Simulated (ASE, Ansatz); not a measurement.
**Electronic structure of twisted Ti2CO2 MXene bilayer, 55.59° (1690 atoms)**

What does DFT give for twisted Ti2CO2 MXene bilayer, 55.59° (1690 atoms) as built?

Program: Ansatz 0.2.0. Level of theory: Kohn-Sham DFT, PBE+D4, PAW (set soft_2), localised support functions (medium). Results are calculated unless marked as measured.

## 1. Set-up

The cell holds 1690 atoms: 338 C, 676 Ti and 676 O. Its edges and angles: a = 39.390 Å, b = 39.390 Å, c = 23.800 Å, α = 90.0°, β = 90.0°, γ = 120.0°. It derives from Ti2CO2 (Ti2CO2 MXene). Ti2CO2 MXene (a = 3.03 Å) under Ti2CO2 MXene (a = 3.03 Å), bilayer, commensurate cell of 169 unit cells a layer, twist 55.59 deg; facing planes 2.92 Å apart; 12 Å of vacuum; layers as built, displaced by a Gaussian of 0.01 Å. Regions: layer 1, 845 atoms (169 C, 338 Ti and 338 O); layer 2, 845 atoms (169 C, 338 Ti and 338 O). Vacuum lies along c.

Limits known from the start: Beside vacuum, support functions can miss their usual error bounds without a warning. The main run has no spin polarisation, so moments on Ti can't form in it, and no Hubbard term. Only the Γ point is sampled, in a cell whose shortest periodic width is 34 Å.

## 2. Support functions medium

One self-consistent run at the given positions yields energy and forces.

The input, input.yaml:

```yaml
crystal:
  lattice:
    - [39.39, 0.0, 0.0]
    - [-19.695, 34.11274, 0.0]
    - [0.0, 0.0, 23.8]
  atoms:
    - { symbol: C, position: [0.00544, 0.86971, 0.34564] }
    - { symbol: Ti, position: [0.04888, 0.91503, 0.39995] }
    - { symbol: Ti, position: [0.05141, 0.87167, 0.29053] }
    - { symbol: O, position: [0.05148, 0.87224, 0.43861] }
    - { symbol: O, position: [0.04992, 0.91527, 0.25193] }
    - { symbol: C, position: [0.04727, 0.95926, 0.34513] }
    - { symbol: Ti, position: [0.09077, 0.00349, 0.40062] }
    - { symbol: Ti, position: [0.09256, 0.96031, 0.29059] }
    - { symbol: O, position: [0.09215, 0.96009, 0.43832] }
    - { symbol: O, position: [0.09075, 0.0039, 0.25146] }
    - { symbol: C, position: [0.01199, 0.73977, 0.34504] }
    - { symbol: Ti, position: [0.05486, 0.78518, 0.40042] }
    - { symbol: Ti, position: [0.05711, 0.74212, 0.29029] }
    - { symbol: O, position: [0.05692, 0.74174, 0.43908] }
    - { symbol: O, position: [0.05527, 0.78485, 0.25202] }
    - { symbol: C, position: [0.05347, 0.8285, 0.34595] }
    - { symbol: Ti, position: [0.09648, 0.87395, 0.39999] }
    - { symbol: Ti, position: [0.0982, 0.83042, 0.29092] }
    - { symbol: O, position: [0.09864, 0.82985, 0.43832] }
    - { symbol: O, position: [0.09718, 0.87388, 0.25282] }
    - { symbol: C, position: [0.09462, 0.91712, 0.3458] }
    - { symbol: Ti, position: [0.138, 0.96258, 0.40011] }
    - { symbol: Ti, position: [0.14029, 0.91914, 0.29067] }
    - { symbol: O, position: [0.13974, 0.91923, 0.43896] }
    - { symbol: O, position: [0.13817, 0.96247, 0.25224] }
    - { symbol: C, position: [0.01822, 0.60975, 0.3454] }
    - { symbol: Ti, position: [0.06138, 0.65441, 0.40033] }
    - { symbol: Ti, position: [0.06356, 0.6116, 0.29048] }
    - { symbol: O, position: [0.06325, 0.61107, 0.43822] }
    - { symbol: O, position: [0.06149, 0.655, 0.25195] }
    - { symbol: C, position: [0.05965, 0.69828, 0.34518] }
    - { symbol: Ti, position: [0.1024, 0.74334, 0.40078] }
    [... 1652 atom lines left out ...]
    - { symbol: O, position: [0.13082, 0.04524, 0.56141] }
    - { symbol: C, position: [0.18272, 0.2247, 0.65387] }
    - { symbol: Ti, position: [0.13725, 0.18183, 0.70993] }
    - { symbol: Ti, position: [0.13907, 0.22656, 0.59937] }
    - { symbol: O, position: [0.13879, 0.22647, 0.74815] }
    - { symbol: O, position: [0.13691, 0.18095, 0.56141] }
kpoints:
  mp_grid: { grid: [1, 1, 1] }
hamiltonian:
  xc: pbe
  dispersion: d4
scf:
  occupations: { method: fermi_dirac, width: 0.05 }
  eigensolver: { kind: { support_functions: { accuracy: medium } } }
  mixing: { beta: 0.2 }
  max_iter: 150
output:
  forces: true
```

Launch:

```sh
ansatz run input.yaml --threads 32 --pin off --max-ram 143360MiB --backend cuda --events-out ev --progress --plain --runs-dir out
```

Numbers of over 12 decimals in the logs are rounded to 6 here.

Output:

```text
Warning: scf.eigensolver.kind.support_functions: disabling space-group detection — the functions' gradient is summed over unrotated k-points, so no spatial operation reduces the k-mesh or symmetrises the density; time reversal is kept, so that k and −k are solved as one point where they differ and the mesh holds both, and exact exchange and, on two spinor components, a DFT+U term hold to it where the run has them: [...]
Warning: basis.ecutwfc = 464 eV, auto-derived: no grid that the accuracy of the support functions lays serves the files at the lower one that their records recommend; a deck with other species or settings can derive another value
settings of this run that can trade accuracy for cost: scf.eigensolver.kind.support_functions [...]
Engine: ansatz 0.2.0, aarch64-unknown-linux-gnu
Pseudopotentials: kind: paw
Pseudopotential: C, paw, valence charge 4, recommended cutoff 420 eV (normal), C.paw.azcp
Pseudopotential: Ti, paw, valence charge 12, recommended cutoff 420 eV (normal), Ti.paw.azcp
Pseudopotential: O, paw, valence charge 6, recommended cutoff 420 eV (normal), O.paw.azcp
Functional definition: PBE
  parameter kappa = 0.804
  parameter beta = 0.066725
  exchange = pbe_x(kappa = kappa, mu = beta*pi^2/3)
  correlation = pbe_c(beta = beta)
device memory: the entry about to start is reckoned to put 64.7 GiB on a device that reports 182.5 GiB free
GPU FFT provider: cuFFT
GPU libraries: cuBLAS 13.8.1, cuFFT 12.4.0, cuSOLVER 12.3.2
GPU matrix products: emulated (plane waves: as basis.precision tells), large ones in fixed point in workspaces of 1.00 GiB
Crystal: 1690 atoms, lattice volume = 31980.080 Å³
Basis set: ecut = 464 eV, 725801 PW (Γ), exchange–correlation on 576×576×360 points (8 copies of the dense FFT grid, shifted against one another)
Bands: 8112, of which v1, the nominal top of the filled ones, is band 6760 counted from 1 (6759 counted from 0)
Symmetry: 1 space group operations
k-points: 1
Non-local potential: C, projectors of the file, l = 0: 2, l = 1: 2, l = 2: 1
Non-local potential: Ti, projectors of the file, l = 0: 3, l = 1: 2, l = 2: 3, l = 3: 1
Non-local potential: O, projectors of the file, l = 0: 2, l = 1: 2, l = 2: 1
PAW form: soft (Blöchl's): semilocal exchange-correlation on the pseudo side does not see the compensation charge
PAW one-centre angular grid: C, 110 points (default); XC on 64 Gauss nodes
PAW one-centre angular grid: Ti, 590 points (default); XC on 64 Gauss nodes
PAW one-centre angular grid: O, 110 points (default); XC on 64 Gauss nodes
Initial density: superposition of atomic densities (neutral atoms: chi_scale 0, normalization atom)
Initial wavefunctions: pseudopotential atomic-orbital guess
GPU buffer pool allocated for 14929920 grid points (all kernels)
Functional: x = pbe(κ = 0.804, μ = 0.219515), c = pbe(β = 0.066725)
SCF iter   1: F=—  HF=-2162244.610181 eV  |F-HF|=—  |Δ(HF+E_count)|=         —  Δρ=1.64e-1  dr2=1.05e4  ethr=1.00e-1
preconditioner: auto → Resta (q_TF=auto, 2.364 Å⁻¹)  ε∞=12.3  [insulator: Δε(μ)=2.868 eV  Ē_g=11.136 eV  σ=0.050 eV  W_gap=1.00  n_scr=7078 (ndim 8)  ℏωp=18.7 eV  f_vac=0.391  D(μ)=0.00/eV (n_scr^D=0)  ε∞_Penn≈3.8  vacuum switching on, ρ_ref=2.2e-3 e/Å³]
SCF iter   2: F=—  HF=-2161033.831107 eV  |F-HF|=—  |Δ(HF+E_count)|=    1.21e3  Δρ=9.22e-2  dr2=3.70e3  ethr=7.73e-2
SCF iter   3: F=—  HF=-2160526.910288 eV  |F-HF|=—  |Δ(HF+E_count)|=    5.07e2  Δρ=5.15e-2  dr2=1.32e3  ethr=2.74e-2  κ⁻¹=1.0e0(r=1)
SCF iter   4: F=—  HF=-2160336.205727 eV  |F-HF|=—  |Δ(HF+E_count)|=    1.91e2  Δρ=2.70e-2  dr2=3.66e2  ethr=9.79e-3  κ⁻¹=1.3e-3(r=2)
SCF iter   5: F=—  HF=-2160320.115850 eV  |F-HF|=—  |Δ(HF+E_count)|=    1.61e1  Δρ=1.83e-2  dr2=2.06e2  ethr=2.71e-3  κ⁻¹=5.3e-4(r=3)
SCF iter   6: F=—  HF=-2160296.229642 eV  |F-HF|=—  |Δ(HF+E_count)|=    2.39e1  Δρ=1.47e-2  dr2=1.27e2  ethr=1.52e-3  κ⁻¹=1.9e-4(r=4)
SCF iter   7: F=—  HF=-2160278.111331 eV  |F-HF|=—  |Δ(HF+E_count)|=    1.81e1  Δρ=7.50e-3  dr2=3.04e1  ethr=9.38e-4  κ⁻¹=4.3e-5(r=5)
SCF iter   8: F=—  HF=-2160276.641240 eV  |F-HF|=—  |Δ(HF+E_count)|=    1.47e0  Δρ=6.67e-3  dr2=1.84e1  ethr=2.25e-4  κ⁻¹=3.5e-5(r=6)
SCF iter   9: F=—  HF=-2160280.232408 eV  |F-HF|=—  |Δ(HF+E_count)|=    3.59e0  Δρ=2.41e-3  dr2=2.97e0  ethr=1.36e-4  κ⁻¹=1.1e-6(r=7)
SCF iter  10: F=—  HF=-2160280.531239 eV  |F-HF|=—  |Δ(HF+E_count)|=   2.99e-1  Δρ=2.33e-3  dr2=1.70e0  ethr=2.20e-5  κ⁻¹=3.1e-6(r=7)
[...]
SCF iter  16: F=—  HF=-2160280.921342 eV  |F-HF|=—  |Δ(HF+E_count)|=   1.98e-2  Δρ=1.65e-4  dr2=9.20e-3  ethr=1.05e-7  κ⁻¹=3.4e-5(r=7)
SCF iter  17: F=—  HF=-2160280.940161 eV  |F-HF|=—  |Δ(HF+E_count)|=   1.88e-2  Δρ=9.41e-5  dr2=3.42e-3  ethr=6.81e-8  κ⁻¹=4.7e-5(r=7)
SCF iter  18: F=—  HF=-2160280.958031 eV  |F-HF|=—  |Δ(HF+E_count)|=   1.79e-2  Δρ=5.16e-5  dr2=1.08e-3  ethr=2.53e-8  κ⁻¹=1.6e-4(r=7)
SCF iter  19: F=—  HF=-2160280.971978 eV  |F-HF|=—  |Δ(HF+E_count)|=   1.39e-2  Δρ=3.64e-5  dr2=5.27e-4  ethr=8.02e-9  κ⁻¹=8.0e-5(r=7)
SCF iter  20: F=—  HF=-2160280.984441 eV  |F-HF|=—  |Δ(HF+E_count)|=   1.25e-2  Δρ=2.85e-5  dr2=1.87e-4  ethr=3.90e-9  κ⁻¹=4.2e-5(r=7)
SCF iter  21: F=—  HF=-2160280.995620 eV  |F-HF|=—  |Δ(HF+E_count)|=   1.12e-2  Δρ=2.32e-5  dr2=9.36e-5  ethr=1.38e-9  κ⁻¹=3.2e-5(r=7)
SCF iter  22: F=—  HF=-2160281.005792 eV  |F-HF|=—  |Δ(HF+E_count)|=   1.02e-2  Δρ=1.20e-5  dr2=3.75e-5  ethr=6.92e-10  κ⁻¹=9.3e-5(r=7)
SCF iter  23: F=—  HF=-2160281.005795 eV  |F-HF|=—  |Δ(HF+E_count)|=   2.80e-6  Δρ=8.87e-6  dr2=2.45e-5  ethr=2.77e-10  κ⁻¹=5.8e-5(r=7)
SCF iter  24: F=—  HF=-2160281.005781 eV  |F-HF|=—  |Δ(HF+E_count)|=   1.40e-5  Δρ=3.97e-6  dr2=9.89e-6  ethr=1.81e-10  κ⁻¹=1.9e-5(r=7)
SCF iter  25: F=-2160281.005765 eV  HF=-2160281.005774 eV  |F-HF|=9.22e-6  |Δ(HF+E_count)|=   6.87e-6  Δρ=2.54e-6  dr2=4.51e-6  ethr=7.32e-11
SCF 1 converged in 25 iterations: F = -2160281.258783 eV  dr2 = 4.51e-6
  greatest PAW one-centre occupation: 0.999 electrons in one spin orbital (limit 2), on the Ti atom at site 1161 (counted from 0), in its partial waves of l = 0
SCF converged after 25 iterations
Stability not checked: this state was not tested for a lower state beside it, because the mixer in use, unlike msr1, does not test its closes by its own steps (another_mixer; see scf.mixing.algorithm and scf.lower_state_search)
Free energy (F): -2160281.258783 eV
Harris-Foulkes:  -2160281.258792 eV  (|F-HF|=9.22e-6)
Internal energy: -2160280.985475 eV  (E = F + TS)
E sigma→0 (E₀):  -2160281.122129 eV
Entropy (-TS):   -0.273308 eV (-0.162 meV/atom)
Fermi energy:    4.268747 eV
--- Per-component energies (eV) ---
  E_band       = -215347.859688
  E_kinetic    = 332526.129055
  E_local      = -9404736.061451  (includes V_loc(G=0)·N_el)
  E_nonlocal   = 44193.462764
  E_softening  = 0.281041  (part of E_nonlocal)
  E_grid_corr  = -0.069695  (part of E_nonlocal)
  E_hartree    = 4559808.981005
  E_xc         = -132901.052325
  E_vxc        = -167403.369749  (∫ρ·V_xc dr)
  E_paw        = -847029.413582  (= ΣΔE_a)
  E_vpaw       = -139551.400807  (= ΣTr[D̂ρ^β])
  E_aug_tail   = 1.291419  (compensation charges beyond the density's cutoff)
  E_ewald      = 3288173.751942
  E_disp       = -317.821284  (pairwise vdW)
  E_smearing   = -0.273308  (= −TS)
  E_closure    = -0.000000  (closes the sum)
  E_support_correction = -0.253018  (second-order, or where that is not computed along the SCF)
  E_support_correction_error = 2.5e-2  (of E_support_correction; not in F)
  Σ components = -2160281.258783   (vs F -2160281.258783, Δ=0.00e0)
--- Forces (eV/Å), atoms counted from 1 ---
[... 1690 lines of forces left out ...]
  max |Σ_I F_I| component: 6.62e-2 eV/Å
--- Band table (eV) ---
[... left out ...]
  guard bands above this table: 1174 of the run's 8112 bands (output.publish_guard_bands: true publishes all)
```

Elapsed: 88 s, on 1 × NVIDIA GB200 with 32 threads of Arm Neoverse V2, shared host; peak memory 7.9 GiB; 4.2 min of CPU time.

That memory is the host's; the program planned up to 64.7 GiB on the GPU. Forces of this run were stored rounded, and per-atom blocks of the log weren't kept.

The program notes that the band table was not solved further than the SCF left it and it switched symmetry off.

The run gave:

```
free energy                                      : -2160281.2588 eV
free energy per atom                             : -1278.2729 eV/atom
SCF cycles                                       : 25
r.m.s. force component                           : 0.1797 eV/Å
longest force                                    : 0.7179 eV/Å
Fermi energy                                     : 4.269 eV
spacing of highest filled and lowest empty level : 0.3122 eV
levels partly filled by over 2 per cent          : 8
```

Length of the force by element:

| element | coordination | atoms | mean length of the force (eV/Å) | spread | least | most |
| --- | --- | --- | --- | --- | --- | --- |
| C | all | 338 | 0.278 | 0.111 | 0.0384 | 0.681 |
| O | all | 676 | 0.278 | 0.110 | 0.0365 | 0.617 |
| Ti | all | 676 | 0.303 | 0.127 | 0.0286 | 0.718 |

The levels nearest the highest filled one (over half full), pooled over k-points and spins:

| level less the highest filled one (eV) | occupation |
| --- | --- |
| -0.430 | 2 |
| -0.427 | 2 |
| -0.0069 | 1.86 |
| -0.005 | 1.86 |
| -0.0031 | 1.85 |
| 0 | 1.84 |
| 0.312 | 0.044 |
| 0.315 | 0.042 |
| 0.315 | 0.042 |
| 0.318 | 0.04 |
| 0.321 | 0.038 |
| 0.326 | 0.034 |

## 3. Structure statistics

These statistics describe the geometry on which the runs were made.

Normalised to the volume that the atoms fill. Pair distribution functions g(r), in bins of 0.2 Å:

| r (Å) | total | O-O | O-Ti | O-C | Ti-Ti | Ti-C | C-C |
| --- | --- | --- | --- | --- | --- | --- | --- |
| 1.90 | 2.65 | 0.00 | 8.30 | 0.00 | 0.00 | 0.00 | 0.00 |
| 2.10 | 1.95 | 0.00 | 0.17 | 0.00 | 0.00 | 11.85 | 0.00 |
| 2.30 | 0.31 | 0.00 | 0.00 | 0.00 | 0.00 | 1.96 | 0.00 |
| 2.50 | 0.00 | 0.00 | 0.00 | 0.00 | 0.00 | 0.00 | 0.00 |
| 2.70 | 0.04 | 0.00 | 0.00 | 0.23 | 0.00 | 0.00 | 0.00 |
| 2.90 | 1.34 | 0.25 | 0.00 | 8.00 | 0.09 | 0.00 | 0.26 |
| 3.10 | 3.40 | 7.35 | 0.00 | 0.00 | 10.41 | 0.00 | 14.10 |
| 3.30 | 0.04 | 0.26 | 0.00 | 0.00 | 0.00 | 0.00 | 0.00 |
| 3.50 | 0.43 | 0.24 | 1.24 | 0.00 | 0.00 | 0.00 | 0.00 |
| 3.70 | 1.48 | 0.24 | 2.16 | 0.00 | 0.00 | 4.72 | 0.00 |
| 3.90 | 0.09 | 0.21 | 0.19 | 0.00 | 0.00 | 0.00 | 0.00 |
| 4.10 | 0.72 | 0.22 | 0.21 | 3.84 | 0.00 | 0.00 | 0.00 |
| 4.30 | 0.37 | 0.20 | 0.19 | 0.00 | 1.70 | 0.00 | 0.00 |
| 4.50 | 0.10 | 0.19 | 0.20 | 0.00 | 0.02 | 0.00 | 0.00 |
| 4.70 | 2.46 | 1.60 | 6.18 | 0.00 | 0.05 | 1.33 | 0.00 |
| 4.90 | 0.81 | 0.21 | 0.16 | 0.00 | 0.18 | 4.34 | 0.00 |
| 5.10 | 0.93 | 0.16 | 0.19 | 5.10 | 0.17 | 0.00 | 0.00 |
| 5.30 | 1.48 | 2.56 | 0.15 | 0.32 | 4.88 | 0.00 | 4.78 |
| 5.50 | 0.16 | 0.16 | 0.17 | 0.32 | 0.15 | 0.00 | 0.00 |
| 5.70 | 0.31 | 1.18 | 0.15 | 0.30 | 0.15 | 0.00 | 0.00 |
| 5.90 | 0.14 | 0.15 | 0.14 | 0.29 | 0.15 | 0.00 | 0.00 |
| 6.10 | 0.89 | 1.93 | 0.14 | 0.28 | 1.94 | 0.21 | 3.58 |
| 6.30 | 1.25 | 0.39 | 3.37 | 0.28 | 0.14 | 0.27 | 0.00 |
| 6.50 | 0.94 | 1.48 | 0.27 | 0.26 | 0.14 | 3.44 | 0.00 |
| 6.70 | 0.68 | 0.13 | 0.26 | 3.21 | 0.15 | 0.25 | 0.00 |
| 6.90 | 0.50 | 0.12 | 0.49 | 0.25 | 1.51 | 0.25 | 0.00 |
| 7.10 | 0.97 | 0.12 | 2.01 | 0.25 | 0.13 | 1.54 | 0.00 |
| 7.30 | 0.40 | 0.17 | 0.24 | 1.45 | 0.16 | 0.24 | 0.10 |

Bonds by pair of elements; cutoffs follow the first minimum of g(r), held within bounds set by covalent radii, and pairs that aren't listed don't count as bonded:

| pair A-B | cutoff (Å) | bonds | mean length (Å) | spread (Å) | shortest (Å) | B about A | A about B |
| --- | --- | --- | --- | --- | --- | --- | --- |
| O-Ti | 2.64 | 2028 | 1.97 | 0.013 | 1.93 | 3 | 3 |
| Ti-C | 2.64 | 2028 | 2.19 | 0.014 | 2.14 | 3 | 6 |

How many atoms have how many bonded neighbours:

| element | mean | 3 | 6 |
| --- | --- | --- | --- |
| C | 6 | 0 | 338 |
| O | 3 | 676 | 0 |
| Ti | 6 | 0 | 676 |

Bond angles, per cent of each kind in bins of 5°:

| angle (°) | C-Ti-O | Ti-C-Ti | C-Ti-C | O-Ti-O | Ti-O-Ti |
| --- | --- | --- | --- | --- | --- |
| 80–85 | 11.5 | 0.0 | 0.0 | 0.0 | 0.0 |
| 85–90 | 55.2 | 40.0 | 100.0 | 0.0 | 0.0 |
| 90–95 | 0.0 | 40.0 | 0.0 | 0.0 | 0.0 |
| 95–100 | 0.0 | 0.0 | 0.0 | 25.2 | 26.3 |
| 100–105 | 0.0 | 0.0 | 0.0 | 74.8 | 73.7 |
| 105–110 | 0.0 | 0.0 | 0.0 | 0.0 | 0.0 |
| 110–115 | 0.0 | 0.0 | 0.0 | 0.0 | 0.0 |
| 115–120 | 0.0 | 0.0 | 0.0 | 0.0 | 0.0 |
| 120–125 | 0.0 | 0.0 | 0.0 | 0.0 | 0.0 |
| 125–130 | 0.0 | 0.0 | 0.0 | 0.0 | 0.0 |
| 130–135 | 0.0 | 0.0 | 0.0 | 0.0 | 0.0 |
| 135–140 | 0.0 | 0.0 | 0.0 | 0.0 | 0.0 |
| 140–145 | 0.0 | 0.0 | 0.0 | 0.0 | 0.0 |
| 145–150 | 0.0 | 0.0 | 0.0 | 0.0 | 0.0 |
| 150–155 | 0.0 | 0.0 | 0.0 | 0.0 | 0.0 |
| 155–160 | 0.0 | 0.0 | 0.0 | 0.0 | 0.0 |
| 160–165 | 0.0 | 0.0 | 0.0 | 0.0 | 0.0 |
| 165–170 | 5.2 | 0.0 | 0.0 | 0.0 | 0.0 |
| 170–175 | 28.1 | 0.0 | 0.0 | 0.0 | 0.0 |
| 175–180 | 0.0 | 20.0 | 0.0 | 0.0 | 0.0 |

Bond angles (no mean is given where the spread exceeds 20°):

| angle | count | mean (°) | spread (°) |
| --- | --- | --- | --- |
| C-Ti-O | 6084 | - | - |
| Ti-C-Ti | 5070 | - | - |
| C-Ti-C | 2028 | 87.8 | 0.5 |
| O-Ti-O | 2028 | 100 | 0.6 |
| Ti-O-Ti | 2028 | 100 | 0.6 |

By these cutoffs all C atoms have 6, all O atoms have 3 and all Ti atoms have 6 bonded neighbours.

Local excerpt of 13 atoms (numbers count through the whole input) about C346, picked at random; x, y, z are measured from there.

| atom | x | y | z | distance (Å) | bonds |
| --- | --- | --- | --- | --- | --- |
| C346 | 0.00 | 0.00 | 0.00 | 0.00 | 6 |
| Ti342 | 0.91 | -1.49 | 1.28 | 2.17 | 6 |
| Ti347 | 0.78 | 1.53 | 1.32 | 2.17 | 6 |
| Ti348 | 1.73 | 0.05 | -1.31 | 2.17 | 6 |
| Ti293 | -0.95 | 1.46 | -1.33 | 2.20 | 6 |
| Ti288 | -0.83 | -1.56 | -1.31 | 2.20 | 6 |
| Ti287 | -1.79 | -0.10 | 1.29 | 2.21 | 6 |
| O349 | 1.72 | 0.08 | 2.21 | 2.80 | 3 |
| O350 | 0.79 | 1.53 | -2.22 | 2.81 | 3 |
| O345 | 0.91 | -1.48 | -2.23 | 2.82 | 3 |
| O294 | -0.96 | 1.48 | 2.21 | 2.83 | 3 |
| O289 | -0.84 | -1.57 | 2.21 | 2.84 | 3 |
| O290 | -1.79 | -0.08 | -2.22 | 2.85 | 3 |

The column of bonds counts only the pairs O-Ti within 2.64 Å, Ti-C within 2.64 Å; other neighbours, such as metal atoms beside each other in a compound, aren't counted, and periodic images can show an atom twice.

## 4. Summary of results

* free energy per atom: -1278.2729 eV/atom
* r.m.s. force component: 0.1797 eV/Å
* spacing of highest filled and lowest empty level: 0.3122 eV
* wall time of the 1 DFT run: 88 s

The highest filled and lowest empty levels lie 0.312 eV apart (at Γ alone), but 8 levels are partly filled, by over 2 %, under the smearing. Counting bonds as in the table, all C atoms have 6, all O atoms have 3 and all Ti atoms have 6 bonded neighbours.

Caveats: The geometry was built by rule, was displaced at random and isn't relaxed at this level: its force components are 0.18 eV/Å r.m.s.

[Logs are printed without paths, hosts, clocks, repeated set-up lines and the standing remarks that a program may print on its own settings, such as how far it seeks lower states.]

[Hosts, paths, dates, database ids (printed as entryN), source tags and the programs' standing remarks are cut or masked in the printed files.]
